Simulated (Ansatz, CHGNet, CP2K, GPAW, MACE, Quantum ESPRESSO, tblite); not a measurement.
**How far do other methods lie from plane waves? Ge(111) slab, H on both faces (54 atoms)**

One geometry of Ge(111) slab, H on both faces (54 atoms) is solved by several programs and methods. How far do their forces lie from a plane-wave PBE run?

Results are calculated, not measured.

### 1. The cell

The cell holds 54 atoms (36 Ge and 18 H), with edges of 12.00, 12.00 and 19.14 Å. Recipe: diamond-structure Ge (a = 5.658 Å), (111) slab of 4 atomic planes, 3 x 3 surface cells, H on the broken bonds of both faces, 12 Å of vacuum; displaced by a Gaussian of 0.02 Å. Then every atom was moved at random, 0.02 Å r.m.s. a Cartesian component (hydrogen 0.6 of that).

### 2. The reference input

Quantum ESPRESSO 7.5: Kohn-Sham DFT, PBE, SSSP efficiency 1.3.0 pseudopotentials, plane waves. Its input, pw.in:

```
&control
  calculation = 'scf'
  pseudo_dir = './pseudo'
  outdir = './tmp'
  disk_io = 'none'
  tprnfor = .true.
/
&system
  ibrav = 0
  nat = 54
  ntyp = 2
  ecutwfc = 45
  ecutrho = 360
  nosym = .true.
  occupations = 'smearing'
  smearing = 'fd'
  degauss = 0.003675
/
&electrons
  conv_thr = 2.7e-07
  electron_maxstep = 100
  mixing_beta = 0.4
  mixing_mode = 'local-TF'
  diagonalization = 'david'
/
ATOMIC_SPECIES
Ge 72.630 Ge.upf
H 1.008 H.upf
CELL_PARAMETERS angstrom
12.00243 0.00000 0.00000
-6.00122 10.39441 0.00000
0.00000 0.00000 19.14331
ATOMIC_POSITIONS crystal
Ge 0.44200 0.88879 0.43368
Ge 0.66986 0.00325 0.39341
Ge 0.22143 0.77871 0.60923
Ge 0.44708 0.88614 0.56289
[... 48 atom lines left out ...]
H 0.33505 0.33782 0.31226
H 0.88721 0.10977 0.68585
K_POINTS gamma
```

```console
$ OMP_NUM_THREADS=1 mpirun -np 4 pw.x -in pw.in > output.txt
```

Run time: 3.2 min. Hardware: 4 MPI ranks of Arm Neoverse V2, shared host; peak memory 5.4 GiB.

It converged with an r.m.s. force component of 0.54 eV/Å.

Its highest filled and lowest empty levels lie 0.69 eV apart on its k-points.

### 3. What was run beside it

- CHGNet: machine-learned potential, published weights.
- CP2K 2026.2: Gaussian basis with GTH pseudopotentials and a plane-wave density; labels give functional, basis (MOLOPT sets; SR short-range, UZH the newer set with its own potentials), grid cutoff/relative cutoff and solver (OT: orbital transformation; TRS4, TC2, SIGN: linear-scaling purification with its sparsity filter), or its built-in tight binding.
- GPAW 26.7.0: PAW with atomic orbitals (LCAO), plane waves or a real-space grid of spacing h.
- MACE: machine-learned potential, published weights.
- tblite 0.8.0: extended tight binding, driven from Python.

All use the same cell and atoms, and the electronic-structure runs the same k-mesh.

### 4. All runs compared

Differences are against the reference: forces as r.m.s. over components, share as that over the reference's r.m.s. force, slope as the fitted ratio of a run's forces to the reference's.

```
                                                           run  Δ force, r.m.s. (meV/Å)  share (%)  slope  Δ gap (eV)  cores  CPU time  memory (GiB)
                                                     reference                        -          -      -           -      4    13 min           5.4
                                       CHGNet r2SCAN potential                      274       51.2  0.564           -      1     2.8 s          0.52
                                        CP2K GFN1-xTB, OT DIIS                      217       40.6  0.758           -      1     3.4 s           0.4
                    CP2K LDA, DZVP-MOLOPT-SR, 450/50 Ry, OT CG                      176       32.9  0.878     -0.0278      2   4.6 min           2.1
                 CP2K PBE+D3, DZVP-MOLOPT-SR, 450/50 Ry, OT CG                     90.1       16.8  0.929      0.0021      2   7.7 min           2.4
           CP2K PBE, DZVP-MOLOPT (SR for Ge), 450/50 Ry, OT CG                     20.3       3.79  0.993       0.008      2    14 min           2.4
           CP2K PBE, DZVP-MOLOPT-SR, 450/30 Ry, OT CG (coarse)                     91.2       17.0  0.928      0.0026      2   6.5 min           2.4
                    CP2K PBE, DZVP-MOLOPT-SR, 450/50 Ry, OT CG                     91.2       17.0  0.928      0.0026      2   7.5 min           2.4
                          CP2K PBE, DZVP-UZH, 450/50 Ry, OT CG                     22.0       4.11  0.974     -0.0102      2   7.9 min           2.4
CP2K r2SCAN, SCAN potentials, DZVP-UZH(SCAN), 600/50 Ry, OT CG                      185       34.6  0.868       0.298      2    17 min           3.5
                                   GPAW PBE, LCAO dzp, h 0.2 Å                      147       27.3  1.171      0.0658      1      53 s           1.1
             GPAW PBE, LCAO dzp, h 0.2 Å, other mixer settings                      146       27.3  1.171      0.0658      1      65 s          0.99
                      GPAW PBE, LCAO sz(dzp), h 0.2 Å (coarse)                      781        146  1.846       0.166      1      23 s          0.95
                                  GPAW RPBE, LCAO dzp, h 0.2 Å                      161       30.1  1.173       0.151      1      57 s           1.1
                                   MACE MP-0b2 small potential                      149       27.8  0.786           -      1     5.3 s          0.67
                                  MACE MP-0b3 medium potential                      263       49.1  0.713           -      1     6.2 s           0.7
                                               tblite GFN1-xTB                      164       30.6  0.911           -      1     1.9 s          0.16
```

Rows marked coarse use a setting chosen to be so.

Times of the machine-learned potentials are mostly Python's start and the loading of weights.

CPU time is summed over cores on shared hosts, so it is rough.

### 5. What came out

Forces lie from 3.8 % (CP2K PBE, DZVP-MOLOPT (SR for Ge), 450/50 Ry, OT CG) to 146 % (GPAW PBE, LCAO sz(dzp), h 0.2 Å, coarse) of the reference's r.m.s. force of 0.54 eV/Å away from it. The PBE runs in local orbitals, coarse settings apart, differ by 3.8 % (CP2K PBE, DZVP-MOLOPT (SR for Ge), 450/50 Ry, OT CG) to 27 % (GPAW PBE, LCAO dzp, h 0.2 Å); basis, grid and potentials can all enter. Tight binding differs by 31 % (tblite GFN1-xTB) to 41 % (CP2K GFN1-xTB, OT DIIS); it is another model, with fitted parameters of its own, and the xTB methods hold dispersion. Machine-learned potentials differ by 28 % (MACE MP-0b2 small potential) to 51 % (CHGNet r2SCAN potential); they were trained on other programs' data, some at another functional. Among those trained on PBE data the slope goes as low as 0.71, with a correlation of 0.87, so directions differ as well as sizes.

Rows with another functional or a dispersion term differ by 17 % (CP2K PBE+D3, DZVP-MOLOPT-SR, 450/50 Ry, OT CG) to 35 % (CP2K r2SCAN, SCAN potentials, DZVP-UZH(SCAN), 600/50 Ry, OT CG), which mixes the change of model with differences of basis and potentials, some of them made for another functional. Runs with settings chosen to be coarse differ by 17 % (CP2K PBE, DZVP-MOLOPT-SR, 450/30 Ry, OT CG) to 146 % (GPAW PBE, LCAO sz(dzp), h 0.2 Å), their programs' other errors included. GPAW PBE, LCAO dzp, h 0.2 Å stiffens the forces by a factor of 1.17 while following their directions (correlation 0.984); the difference isn't even, but is largest on one element. In CP2K PBE, DZVP-MOLOPT-SR, 450/50 Ry, OT CG the difference has nearly one length on every H (0.15 eV/Å) and points along its bond, inwards: this method prefers shorter bonds, and stiff bonds to hydrogen turn a small shift into a large force. Gaps at PBE, coarse settings apart, lie -0.01 to +0.07 eV from the reference's, on k-points that hold the band edges only if these fold onto them.

**Limits.** Periodic xTB results under one method name differ between programs and library versions. The potentials hold different valence shells: 522 electrons in the reference, 162 in CP2K with DZVP-UZH and 162 in GPAW; this bears on time and differences. GPAW's setups keep the filled d shell of Ge in the core. Machine-learned potentials mimic data converged in k, so the reference's own k-point error enters their differences. The electronic-structure runs sample only Γ, in a cell whose shortest periodic width is 10 Å. The reference's 45/360 Ry lie under the cutoffs that SSSP recommends for H (60/480 Ry). The slab repeats along its normal with no dipole correction. Spin–orbit coupling is left out. Where levels are smeared, the DFT runs use Fermi–Dirac occupations at 580 K (0.05 eV), and energies are free energies. The atoms were displaced at random, and shares hang on the size of the forces that this gives. The reference's cutoffs and mesh weren't converged further here.

[Long decimals in the printed logs are rounded to 6 places.]

[Logs are printed without paths, hosts, clocks, repeated set-up lines and the standing remarks that a program may print on its own settings, such as how far it seeks lower states.]

[Hosts, paths, dates, database ids (printed as entryN), source tags and the programs' standing remarks are cut or masked in the printed files.]

[Only finished runs are shown, without SIESTA runs on faulty potentials for Cu, Fe, Ni or Zn; cells were taken only where this reference lay near another plane-wave run.]
